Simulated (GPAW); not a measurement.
# The O K excitation threshold of La2O3 (P-3m1) under uniform strain

For each volume the threshold was computed as E(hole) − E(ground) plus the lowest empty eigenvalue of the hole cell (GPAW, LDA, 15-atom cell, total energies on 3×3×3 k points, the eigenvalue on 4×4×4, hole spin-paired, without spin-orbit coupling). The values are raw, 9 eV above the value with the free atom's term for the hole's spin taken off; only their change is used. The threshold is the spectrum's zero, where absorption may be weak, not the visible edge.

| volume | ln(V/V₀) | threshold (eV) |
| --- | --- | --- |
| V × 0.94 | -0.06188 | 534.702 |
| V × 0.97 | -0.03046 | 534.659 |
| V × 1 | +0.00000 | ? |
| V × 1.03 | +0.02956 | 534.561 |
| V × 1.06 | +0.05827 | 534.506 |

Fit a straight line in ln(V/V₀), give its slope, and predict the threshold at V × 1.

The means of the given rows are x̄ = -0.00113 and Ē = 534.607 eV. Σ(x − x̄)(E − Ē) = -0.01471 and Σ(x − x̄)² = 0.009021, so the slope is -1.63 eV, and the line passes the given rows within 0.004 eV. At x = +0.00000 it gives 534.607 + (-1.63) × (+0.00113) = 534.605 eV. The run gives 534.611 eV, a miss of -0.006 eV over a total move of -0.196 eV. The slope is the clamped-ion volume deformation potential of the lowest empty level of the hole cell on this mesh (the hole may pull it below the band edge) against the O 1s level, with the hole's relaxation included: the threshold falls by 0.016 eV for 1 % of expansion. The charged cell's image error also scales with the cell's size and isn't taken out.

[Hosts, paths, dates, database ids (printed as entryN), source tags and the programs' standing remarks are cut or masked in the printed files.]

[Lists of maxima count a maximum above −3 eV only where it reaches 4 % of the highest in the window and stands out from its surroundings by 2 % of it (1.5 % where it reaches 55 %); shoulders and weaker maxima are passed over, and of the rest the first, up to two pre-edge ones and the few strongest are named.]
